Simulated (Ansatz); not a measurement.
# YHg2 (P6/mmm): phonons along a line and the smearing

Wanted: frequencies of YHg2 (P6/mmm) solved wavevector by wavevector at several smearings. The first relaxation steps of the session are not shown, so no cell shown is the starting entry, unless a step says so.

Main program and level: Ansatz 0.2.0; DFT PBEsol, scalar-relativistic, plane waves, PAW.

### 1. The cell after earlier relaxation steps

It takes space group P6/mmm (No. 191, hexagonal). The conventional cell has a = 4.838 Å, b = 4.838 Å, c = 3.406 Å, α = 90.00°, β = 90.00°, γ = 120.00°. Nearest to Y lie 12 Hg at 3.27 Å and 2 Y at 3.41 Å. Nearest to Hg lie 3 Hg at 2.79 Å and 6 Y at 3.27 Å. Farther neighbours are not listed.

### 2. Relaxing tightly for phonons

Residual forces and stress shift phonon frequencies, so the cell is relaxed again, with tight thresholds and the mesh and smearing of this input. Earlier relaxation steps are not shown.

File input.yaml:

```yaml
crystal:
  lattice:
    - [4.8384329169, 0.0, 0.0]
    - [-2.4192164585, 4.1902058206, 0.0]
    - [0.0, 0.0, 3.4061948948]
  atoms:
    - { symbol: "Y", position: [0.0, 0.0, 0.0] }
    - { symbol: Hg, position: [0.3333333333, 0.6666666667, 0.5] }
    - { symbol: Hg, position: [0.6666666667, 0.3333333333, 0.5] }
kpoints:
  mp_grid: { grid: [6, 6, 8] }
hamiltonian:
  xc: pbesol
scf:
  occupations: { method: methfessel_paxton, width: 0.2 }
output:
  forces: true
  stress: true
  eigenvalues: true
relax:
  adjacent_minimum: "off"
  f_tol: 0.001
  max_steps: 60
  cell: { stress_tol: 0.01 }
```

Started as:

```bash
ansatz run input.yaml --threads 4 --pin off --max-ram 8192MiB --backend cpu --events-out ev --progress --plain --runs-dir out
```

Numbers of over 12 decimals in the logs are rounded to 6 here.

Output:

```text
[the first part of the log is left out]
  E_paw        = -22370.947950  (= ΣΔE_a)
  E_vpaw       = -936.097746  (= ΣTr[D̂ρ^β])
  E_aug_tail   = 0.001778  (compensation charges beyond the density's cutoff)
  E_ewald      = -6464.289648
  E_core_change = 0.806075  (= ΣΔE_core)
  E_smearing   = 0.002379  (= −TS)
  E_closure    = -0.000000  (closes the sum)
  Σ components = -31132.734395   (vs F -31132.734395, Δ=0.00e0)
--- Forces (eV/Å), atoms counted from 1 ---
  atom   1  Y      0.00000000     0.00000000     0.00000000
  atom   2  Hg     0.00000000    -0.00000000     0.00000000
  atom   3  Hg    -0.00000000     0.00000000     0.00000000
  max |Σ_I F_I| component: 1.85e-17 eV/Å
--- Stress (GPa, compression-positive) ---
        0.001431       0.000000       0.000000
       -0.000000       0.001431       0.000000
        0.000000       0.000000       0.007952
  P = ⅓ Tr σ = 0.0036 GPa (0.036 kbar)
--- Band table (eV; the first three rows and the last of 35) ---
  k-point 0: bands = ["-100.2748", "-100.2686", "-48.6832", "-48.6832", "-48.6161", "-48.6045", "-48.6045", "-48.6020", "-27.7810", "-7.8195", "-7.8195", "-7.5312", "6.0555", "7.0753", "7.5040", "7.5040", "7.7720", "7.7720", "7.8535", "7.8535", "7.9004", "8.5197", "8.5197", "14.2395", "14.2395", "15.0405", "15.5218", "18.8241", "18.8241", "19.7468", "19.7468"]
  k-point 1: bands = ["-100.2748", "-100.2686", "-48.6831", "-48.6831", "-48.6174", "-48.6044", "-48.6044", "-48.6032", "-27.7748", "-7.8107", "-7.8107", "-7.6092", "6.2018", "7.2684", "7.4938", "7.4938", "7.6890", "7.6890", "7.8335", "7.8335", "8.0538", "8.4849", "8.4849", "14.5473", "14.5473", "15.3641", "15.6554", "17.9680", "17.9680", "18.9686", "20.7463"]
  k-point 2: bands = ["-100.2747", "-100.2686", "-48.6828", "-48.6828", "-48.6205", "-48.6062", "-48.6042", "-48.6042", "-27.7596", "-7.7927", "-7.7892", "-7.7892", "6.4847", "7.3866", "7.3866", "7.5905", "7.5905", "7.7834", "7.7834", "7.9446", "8.4029", "8.4029", "8.4431", "15.2737", "15.3877", "15.3877", "16.1013", "17.0344", "17.0344", "17.7787", "21.1309"]
  k-point 34: bands = ["-100.2716", "-100.2716", "-48.6897", "-48.6433", "-48.6433", "-48.6176", "-48.6176", "-48.5967", "-27.7377", "-8.0303", "-7.7720", "-7.7720", "6.7384", "6.9448", "7.1565", "7.1565", "7.6830", "7.6830", "8.4750", "8.6830", "8.6830", "9.2295", "11.1691", "11.1691", "14.4619", "14.4619", "14.8675", "18.1999", "18.6862", "18.6862", "19.2289"]
--- Relaxed structure (3 steps of the walk, 3 accepted, 1 SCFs on fresh bases) ---
  F+E_penalty+E_count = -31132.73439542 eV   max|allowed force component| = 1.110e-16 eV/Å   (the final SCF, on the basis selected at the relaxed cell)
  cell:  # Å, volume = 69.0572 Å³
    - [4.845719, 2.8911033785331137e-11, 0.0]
    - [-2.422860, 4.196516, 0.0]
    - [0.0, 0.0, 3.395954]
  atoms:
    - { symbol: Y, position: [0, 0, 0.0] }
    - { symbol: Hg, position: [0.333333, 0.666667, 0.5] }
    - { symbol: Hg, position: [0.666667, 0.333333, 0.5] }
```

Run time: 3.3 s. Hardware: 4 threads of Arm Neoverse V2, shared host; peak memory 0.41 GiB.

Step by step:

| step | energy less that of the first step (eV) | largest force component (eV/Å) | pressure (GPa) | volume (Å³) |
| --- | --- | --- | --- | --- |
| 1 | 0.0000 | 0.0000 | 0.10 | 69.06 |
| 2 | -0.0001 | 0.0000 | -0.09 | 69.15 |
| 3 | -0.0002 | 0.0000 | 0.00 | 69.06 |
| 4 | -0.0002 | 0.0000 | 0.00 | 69.06 |

The log counts 1 steps on a newly chosen plane-wave basis, not all of them marked here; energy and pressure can jump at such steps.

| conventional cell, symmetrised | before | after | change |
| --- | --- | --- | --- |
| a (Å) | 4.838 | 4.846 | +0.2 % |
| b (Å) | 4.838 | 4.846 | +0.2 % |
| c (Å) | 3.406 | 3.396 | -0.3 % |
| volume (Å³/atom) | 23.02 | 23.02 | -0.0 % |

The relaxed structure:

```xyz
3
Lattice="4.8457 0.0000 0.0000 -2.4229 4.1965 0.0000 0.0000 0.0000 3.3960" Properties=species:S:1:pos:R:3 pbc="T T T"
Y     0.0000    0.0000    0.0000
Hg    0.0000    2.7977    1.6980
Hg    2.4229    1.3988    1.6980
```

Numbers from this step:

| Quantity | Value |
| --- | --- |
| pressure | 0.003605 GPa |
| volume per atom | 23.02 Å³ |
| metallic on mesh | yes |
| gap on the k-mesh | 0 eV |

The largest force is now zero by symmetry and the largest stress component 0.0080 GPa, small enough for phonons.

### 3. Wavevectors along a line: Fermi–Dirac smearing of 0.1 eV

Each wavevector is solved by itself, so no interpolation smooths a dip of the branch.

File input.yaml:

```yaml
crystal:
  lattice:
    - [4.8457194492, 0.0, 0.0]
    - [-2.4228597246, 4.1965161426, 0.0]
    - [0.0, 0.0, 3.3959542749]
  atoms:
    - { symbol: "Y", position: [0.0, 0.0, 0.0] }
    - { symbol: Hg, position: [0.3333333333, 0.6666666667, 0.5] }
    - { symbol: Hg, position: [0.6666666667, 0.3333333333, 0.5] }
kpoints:
  mp_grid: { grid: [9, 9, 12] }
hamiltonian:
  xc: pbesol
scf:
  occupations: { method: fermi_dirac, width: 0.1 }
output:
  eigenvalues: true
phonons:
  method: dfpt
  qpoints: [[0, 0, 0], [0.333333333, 0.0, 0.0]]
```

Output:

```text
The run solves and reports these wavevectors of phonons.qpoints, in the list's order, at another value: [0.333333333, 0.0, 0.0] as [0.333333, 0.0, 0.0].
[...]
Crystal: 3 atoms, lattice volume = 69.057 Å³
Basis set: ecut = 420 eV, 1325 PW (Γ), exchange–correlation on 72×72×48 points (8 copies of the dense FFT grid, shifted against one another)
Bands: 31, of which v1, the nominal top of the filled ones, is band 26 counted from 1 (25 counted from 0)
Symmetry: 24 space group operations
k-points: 84 of 972
[...]
SCF iter   1: F=—  HF=-31132.776608 eV  |F-HF|=—  |Δ(HF+E_count)|=         —  Δρ=3.57e-3  dr2=1.26e-2  ethr=1.77e-3  ⟨swp⟩=5.5  Hψ=9203  notcnv=0
[...]
SCF iter   9: F=-31132.774514 eV  HF=-31132.774514 eV  |F-HF|=1.09e-11  |Δ(HF+E_count)|=  1.46e-11  Δρ=4.26e-8  dr2=1.08e-12  ethr=1.00e-12  ⟨swp⟩=5.0  Hψ=10046  notcnv=0
SCF 1 converged in 9 iterations: F = -31132.774514 eV  dr2 = 1.08e-12
[...]
NSCF: frozen V_eff on 84 k-points
[...]
DFPT response loops at q = (0, 0, 0) (fractional): preconditioner auto → Kerker (q_TF=auto, 2.594 Å⁻¹) (partly filled bands, converged f_vac=0.000); β = 1.00, the filter's whole step (`scf.mixing.beta` (0.50) is not read by the response loops under this deck's `scf.mixing.preconditioner`; to damp them name `kerker` or `kerker_dos`, under which they read `scf.mixing.beta`, and type it under 1.00, their step now; both keys bind the ground state too); Broyden in place of MSR1
[...]
SCF converged after 9 iterations
Free energy (F): -31132.774514 eV
[...]
Internal energy: -31132.713799 eV  (E = F + TS)
E sigma→0 (E₀):  -31132.744156 eV
Entropy (-TS):   -0.060715 eV (-20.238 meV/atom)
Fermi energy:    15.300995 eV
[...]
--- Band table (eV; the first three rows and the last of 84) ---
  k-point 0: bands = [... 22 lower, 8.5120, 14.2444, 14.2444, 15.0478, 15.5155, 18.8420, 18.8420, 19.7464, ... 1 higher]
  k-point 1: bands = [... 22 lower, 8.4961, 14.3832, 14.3832, 15.2021, 15.5740, 18.3351, 18.3351, 19.7041, ... 1 higher]
  k-point 2: bands = [... 22 lower, 8.4531, 14.7810, 14.7810, 15.5423, 15.7584, 17.6380, 17.6380, 18.2859, ... 1 higher]
  k-point 83: bands = [... 22 lower, 11.1657, 11.1657, 14.4666, 14.4666, 14.8633, 18.2110, 18.6941, 18.6941, ... 1 higher]
--- Phonons (Γ-DFPT): 4 representative perturbations + reference (Σ response iterations 12) ---
  ASR residual: 1.531e-4 → 0.000e0 eV/Å²; symmetrization residual: 2.504e-6 eV/Å²
  ASR residual per site (eV/Å²): 1.53e-4 8.25e-5 8.25e-5
  Γ frequencies (cm⁻¹): 0.00 0.00 0.00 41.95 98.01 117.65 117.65 135.20 135.20
  non-analytic LO–TO correction: not included (Born effective charges unavailable; polar crystals: no LO–TO splitting at Γ)
--- Phonons (arbitrary-q DFPT): 2 explicit q-points ---
  q = [0, 0, 0] (of the zone-centre solve; hermiticity 6.53e-7, symmetrization 2.84e-12): -0.00 -0.00 0.00 41.95 98.01 117.65 117.65 135.20 135.20
  q = [0.333333, 0, 0] (4 solved perturbations in 1764 linear systems a pass and spin channel, the states on 567 of 972 k-point pairs; hermiticity 1.75e-6, symmetrization 2.65e-11): 35.40 40.20 40.35 78.07 88.01 96.39 96.44 134.66 150.60
  sum rule: each row above includes the acoustic sum rule's correction from the zone centre's row sums; it moved no ω² by more than (0.68 cm⁻¹)²
```

Elapsed: 1.8 min, on 4 threads; peak memory 2.6 GiB.

Each wavevector solved by linear response. The frequency by |q| along the line; 7 of 8 lines:

| \|q\| along the line (Å⁻¹) | mode 1 (cm⁻¹) | mode 2 (cm⁻¹) | mode 3 (cm⁻¹) | mode 4 (cm⁻¹) | mode 5 (cm⁻¹) | mode 6 = mode 7 (cm⁻¹) | mode 8 (cm⁻¹) |
| --- | --- | --- | --- | --- | --- | --- | --- |
| 0.000 | 0 | 0 | 0 | 42.0 | 98.0 | 118 | 135 |
| 0.499 | 35.4 | 40.2 | 40.4 | 78.1 | 88.0 | 96.4 | 135 |

### 4. Wavevectors along a line: Fermi–Dirac smearing of 0.25 eV

The smearing blurs the Fermi surface that screens the phonons; a Fermi–Dirac width is an electronic temperature.

input.yaml, as its differences from that of step 3:

```diff
@@ -14,3 +14,3 @@
 scf:
-  occupations: { method: fermi_dirac, width: 0.1 }
+  occupations: { method: fermi_dirac, width: 0.25 }
 output:
```

Wider smearing eases the sum over k-points of a metal but moves the result away from its zero-temperature value.

Output:

```text
band count auto-derived: 33 (N_el = 51.0; filled up to band 26; 31 by the electrons, moments and atoms)
[...]
Crystal: 3 atoms, lattice volume = 69.057 Å³
Basis set: ecut = 420 eV, 1325 PW (Γ), exchange–correlation on 72×72×48 points (8 copies of the dense FFT grid, shifted against one another)
Bands: 33, of which v1, the nominal top of the filled ones, is band 26 counted from 1 (25 counted from 0)
[... 1 set-up line as in the run before ...]
k-points: 84 of 972
[...]
SCF iter   1: F=—  HF=-31132.928346 eV  |F-HF|=—  |Δ(HF+E_count)|=         —  Δρ=3.22e-3  dr2=7.66e-3  ethr=1.77e-3  ⟨swp⟩=5.1  Hψ=9731  notcnv=0
[...]
SCF iter   9: F=-31132.927699 eV  HF=-31132.927699 eV  |F-HF|=3.64e-12  |Δ(HF+E_count)|=  3.64e-12  Δρ=4.08e-8  dr2=9.95e-13  ethr=1.00e-12  ⟨swp⟩=5.0  Hψ=10808  notcnv=0
SCF 1 converged in 9 iterations: F = -31132.927699 eV  dr2 = 9.95e-13
[...]
WARN: eigensolver did not converge (k=70): 1 band(s) unlocked after 20 sweeps at ethr=1.87e-12 eV (storage-precision floor; scheduled 1.00e-12 eV) (lowest unlocked band 32, counted from 0; max residual 3.16e-5 eV among the unlocked bands, 3.16e-5 eV over every band; other slots of this pass that fall short are told together in one closing line; warning suppressed until the next SCF loop or pass starts)
[...]
SCF converged after 9 iterations
Free energy (F): -31132.927699 eV
[...]
Internal energy: -31132.571670 eV  (E = F + TS)
E sigma→0 (E₀):  -31132.749685 eV
Entropy (-TS):   -0.356029 eV (-118.676 meV/atom)
Fermi energy:    15.279383 eV
[...]
--- Band table (eV; the first three rows and the last of 84) ---
  k-point 0: bands = [... 22 lower, 8.5029, 14.2487, 14.2487, 15.0748, 15.5054, 18.8737, 18.8737, 19.7482, ... 3 higher]
  k-point 1: bands = [... 22 lower, 8.4870, 14.3875, 14.3875, 15.2288, 15.5640, 18.3591, 18.3591, 19.7020, ... 3 higher]
  k-point 2: bands = [... 22 lower, 8.4440, 14.7855, 14.7855, 15.5663, 15.7485, 17.6593, 17.6593, 18.2869, ... 3 higher]
  k-point 83: bands = [... 22 lower, 11.1625, 11.1625, 14.4687, 14.4687, 14.8625, 18.2279, 18.7111, 18.7111, ... 3 higher]
[...]
ASR residual: 2.383e-3 → 0.000e0 eV/Å²; symmetrization residual: 1.165e-5 eV/Å²
  ASR residual per site (eV/Å²): 2.38e-3 3.53e-4 3.53e-4
  Γ frequencies (cm⁻¹): 0.00 0.00 0.00 38.49 96.49 116.27 116.27 134.59 134.59
[...]
--- Phonons (arbitrary-q DFPT): 2 explicit q-points ---
[...]
```

Wall time 1.9 min (4 threads); peak memory 2.7 GiB; 7.4 min of CPU time.

Each wavevector solved by linear response. Table of frequency by |q| along the line; 7 of 9 lines:

| \|q\| along the line (Å⁻¹) | mode 1 (cm⁻¹) | mode 2 (cm⁻¹) | mode 3 (cm⁻¹) | mode 4 (cm⁻¹) | mode 5 (cm⁻¹) | mode 6 (cm⁻¹) | mode 7 (cm⁻¹) |
| --- | --- | --- | --- | --- | --- | --- | --- |
| 0.000 | 0 | 0 | 0 | 38.5 | 96.5 | 116 | 116 |
| 0.499 | 35.0 | 38.1 | 39.8 | 77.2 | 88.9 | 96.1 | 96.3 |

Against step 3 (now smearing width 0.25 eV), the free energy moves by -51.1 meV an atom.

### 5. Phonons along a line: Fermi–Dirac smearing of 0.04 eV

Each wavevector is solved by itself, so no interpolation smooths a dip of the branch.

input.yaml, as its differences from that of step 4:

```diff
@@ -14,3 +14,3 @@
 scf:
-  occupations: { method: fermi_dirac, width: 0.25 }
+  occupations: { method: fermi_dirac, width: 0.04 }
 output:
```

Narrower smearing comes nearer the zero-temperature value but asks more of the mesh.

Output:

```text
[...]
Crystal: 3 atoms, lattice volume = 69.057 Å³
Basis set: ecut = 420 eV, 1325 PW (Γ), exchange–correlation on 72×72×48 points (8 copies of the dense FFT grid, shifted against one another)
Bands: 31, of which v1, the nominal top of the filled ones, is band 26 counted from 1 (25 counted from 0)
[... 1 set-up line as in the run before ...]
k-points: 84 of 972
[...]
SCF iter   1: F=—  HF=-31132.749920 eV  |F-HF|=—  |Δ(HF+E_count)|=         —  Δρ=3.56e-3  dr2=1.23e-2  ethr=1.77e-3  ⟨swp⟩=5.9  Hψ=9370  notcnv=0
[...]
SCF iter   9: F=-31132.747911 eV  HF=-31132.747911 eV  |F-HF|=7.28e-12  |Δ(HF+E_count)|=  2.18e-11  Δρ=3.93e-8  dr2=1.01e-12  ethr=1.00e-12  ⟨swp⟩=6.9  Hψ=9510  notcnv=0
SCF 1 converged in 9 iterations: F = -31132.747911 eV  dr2 = 1.01e-12
[...]
SCF converged after 9 iterations
Free energy (F): -31132.747911 eV
[...]
Internal energy: -31132.736547 eV  (E = F + TS)
E sigma→0 (E₀):  -31132.742229 eV
Entropy (-TS):   -0.011365 eV (-3.788 meV/atom)
Fermi energy:    15.323403 eV
[...]
--- Band table (eV; the first three rows and the last of 84) ---
  k-point 0: bands = [... 22 lower, 8.5116, 14.2435, 14.2435, 15.0502, 15.5152, 18.8418, 18.8418, 19.7469, ... 1 higher]
  k-point 1: bands = [... 22 lower, 8.4956, 14.3824, 14.3824, 15.2043, 15.5737, 18.3353, 18.3353, 19.7036, ... 1 higher]
  k-point 2: bands = [... 22 lower, 8.4526, 14.7801, 14.7801, 15.5439, 15.7580, 17.6384, 17.6384, 18.2859, ... 1 higher]
  k-point 83: bands = [... 22 lower, 11.1658, 11.1658, 14.4648, 14.4648, 14.8648, 18.2097, 18.6944, 18.6944, ... 1 higher]
[...]
ASR residual: 1.412e-4 → 0.000e0 eV/Å²; symmetrization residual: 7.852e-6 eV/Å²
  ASR residual per site (eV/Å²): 1.41e-4 5.75e-5 5.75e-5
  Γ frequencies (cm⁻¹): 0.00 0.00 0.00 42.35 97.81 118.89 118.89 134.58 134.58
[...]
--- Phonons (arbitrary-q DFPT): 2 explicit q-points ---
[...]
```

Wall time 1.8 min (4 threads); peak memory 2.6 GiB.

Each wavevector solved by linear response. Table of frequency by |q| along the line; 7 of 9 lines:

| \|q\| along the line (Å⁻¹) | mode 1 (cm⁻¹) | mode 2 (cm⁻¹) | mode 3 (cm⁻¹) | mode 4 (cm⁻¹) | mode 5 (cm⁻¹) | mode 6 (cm⁻¹) | mode 7 (cm⁻¹) |
| --- | --- | --- | --- | --- | --- | --- | --- |
| 0.000 | 0 | 0 | 0 | 42.4 | 97.8 | 119 | 119 |
| 0.499 | 34.5 | 40.1 | 40.3 | 78.1 | 86.7 | 95.9 | 96.6 |

Against step 3 (now smearing width 0.04 eV), the free energy moves by +8.9 meV an atom.

### 6. Phonons along a line: Methfessel–Paxton smearing of 0.2 eV

Each wavevector is solved by itself, so no interpolation smooths a dip of the branch.

input.yaml, as its differences from that of step 5:

```diff
@@ -14,3 +14,3 @@
 scf:
-  occupations: { method: fermi_dirac, width: 0.04 }
+  occupations: { method: methfessel_paxton, width: 0.2 }
 output:
```

Output:

```text
[...]
Crystal: 3 atoms, lattice volume = 69.057 Å³
Basis set: ecut = 420 eV, 1325 PW (Γ), exchange–correlation on 72×72×48 points (8 copies of the dense FFT grid, shifted against one another)
Bands: 31, of which v1, the nominal top of the filled ones, is band 26 counted from 1 (25 counted from 0)
[... 1 set-up line as in the run before ...]
k-points: 84 of 972
[...]
SCF iter   1: F=—  HF=-31132.745748 eV  |F-HF|=—  |Δ(HF+E_count)|=         —  Δρ=3.61e-3  dr2=1.31e-2  ethr=1.77e-3  ⟨swp⟩=5.1  Hψ=8763  notcnv=0
[...]
SCF iter   9: F=-31132.743565 eV  HF=-31132.743565 eV  |F-HF|=1.09e-11  |Δ(HF+E_count)|=  1.09e-11  S|Δr|=    0.00e0  Δρ=4.29e-8  dr2=1.19e-12  ethr=1.00e-12  ⟨swp⟩=7.2  Hψ=10182  notcnv=0
SCF 1 converged in 9 iterations: F = -31132.743565 eV  dr2 = 1.19e-12
[...]
SCF converged after 9 iterations
Stability not checked: this state was not tested for a lower state beside it, because cold or Methfessel-Paxton smearing, or corrected tetrahedra, fill the levels in a way that the test cannot read (fill_not_monotonic; see scf.lower_state_search)
Free energy (F): -31132.743565 eV
[...]
Internal energy: -31132.741346 eV  (E = F + TS)
E sigma→0 (E₀):  -31132.743010 eV
Entropy (-TS):   -0.002218 eV (-0.739 meV/atom)
Fermi energy:    15.319998 eV
[...]
--- Band table (eV; the first three rows and the last of 84) ---
  k-point 0: bands = [... 22 lower, 8.5123, 14.2437, 14.2437, 15.0469, 15.5160, 18.8393, 18.8393, 19.7465, ... 1 higher]
  k-point 1: bands = [... 22 lower, 8.4964, 14.3825, 14.3825, 15.2011, 15.5745, 18.3332, 18.3332, 19.7039, ... 1 higher]
  k-point 2: bands = [... 22 lower, 8.4534, 14.7802, 14.7802, 15.5412, 15.7589, 17.6365, 17.6365, 18.2858, ... 1 higher]
  k-point 83: bands = [... 22 lower, 11.1659, 11.1659, 14.4655, 14.4655, 14.8641, 18.2090, 18.6928, 18.6928, ... 1 higher]
[...]
ASR residual: 5.925e-5 → 0.000e0 eV/Å²; symmetrization residual: 2.140e-6 eV/Å²
  ASR residual per site (eV/Å²): 5.41e-5 5.92e-5 5.92e-5
  Γ frequencies (cm⁻¹): 0.00 0.00 0.00 42.77 98.27 118.95 118.95 135.01 135.01
[...]
--- Phonons (arbitrary-q DFPT): 2 explicit q-points ---
[...]
```

Elapsed: 1.8 min, on 4 threads; peak memory 2.6 GiB.

Each wavevector solved by linear response. Table of frequency by |q| along the line; 7 of 9 lines:

| \|q\| along the line (Å⁻¹) | mode 1 (cm⁻¹) | mode 2 (cm⁻¹) | mode 3 (cm⁻¹) | mode 4 (cm⁻¹) | mode 5 (cm⁻¹) | mode 6 (cm⁻¹) | mode 7 (cm⁻¹) |
| --- | --- | --- | --- | --- | --- | --- | --- |
| 0.000 | 0 | 0 | 0 | 42.8 | 98.3 | 119 | 119 |
| 0.499 | 34.8 | 40.3 | 40.6 | 78.2 | 87.3 | 96.3 | 96.7 |

Against step 3 (now occupations Methfessel-Paxton and smearing width 0.2 eV), the free energy moves by +10.3 meV an atom.

### 7. Smearing and the soft branch

Table of lowest frequency by |q| along the line:

| \|q\| along the line (Å⁻¹) | fermi dirac 0.1 eV, k 9x9x12 (cm⁻¹) | fermi dirac 0.25 eV, k 9x9x12 (cm⁻¹) | fermi dirac 0.04 eV, k 9x9x12 (cm⁻¹) | methfessel paxton 0.2 eV, k 9x9x12 (cm⁻¹) |
| --- | --- | --- | --- | --- |
| 0.000 | 0 | 0 | 0 | 0 |
| 0.499 | 35.4 | 35.0 | 34.5 | 34.8 |

### 8. What came out

```yaml
phonon_run_of_the_rows_without_a_label_of_their_own: PBEsol, k 9×9×12
lowest_branch_at_the_last_solved_point_fermi_dirac_0p1_ev: 35.4 cm⁻¹ at |q| = 0.499 Å⁻¹
lowest_branch_at_the_last_solved_point_fermi_dirac_0p25_ev: 35.0 cm⁻¹ at |q| = 0.499 Å⁻¹
lowest_branch_at_the_last_solved_point_fermi_dirac_0p04_ev: 34.5 cm⁻¹ at |q| = 0.499 Å⁻¹
lowest_branch_at_the_last_solved_point_methfessel_paxton_0p2_ev: 34.8 cm⁻¹ at |q| = 0.499 Å⁻¹
```

What this shows: No branch softens by more than 4 % of the top frequency as the smearing narrows, so no anomaly that hangs on the smearing shows at these points. The line holds 2 wavevectors, so a narrow dip between them would be missed. Between Fermi–Dirac 0.25 eV and Fermi–Dirac 0.04 eV the largest change, with modes counted by rank of frequency, is in mode 4 at |q| = 0 Å⁻¹, from 38.5 to 42.4 cm⁻¹. Where branches cross, a count by rank can hide a softening. At the narrowest width the k mesh may not resolve the Fermi surface, so part of the change can be mesh noise. Spin–orbit coupling, left out here, matters for Hg.

[Logs are printed without paths, hosts, clocks, repeated set-up lines and the standing remarks that a program may print on its own settings, such as how far it seeks lower states.]

[Hosts, paths, dates, database ids (printed as entryN), source tags and the programs' standing remarks are cut or masked in the printed files.]
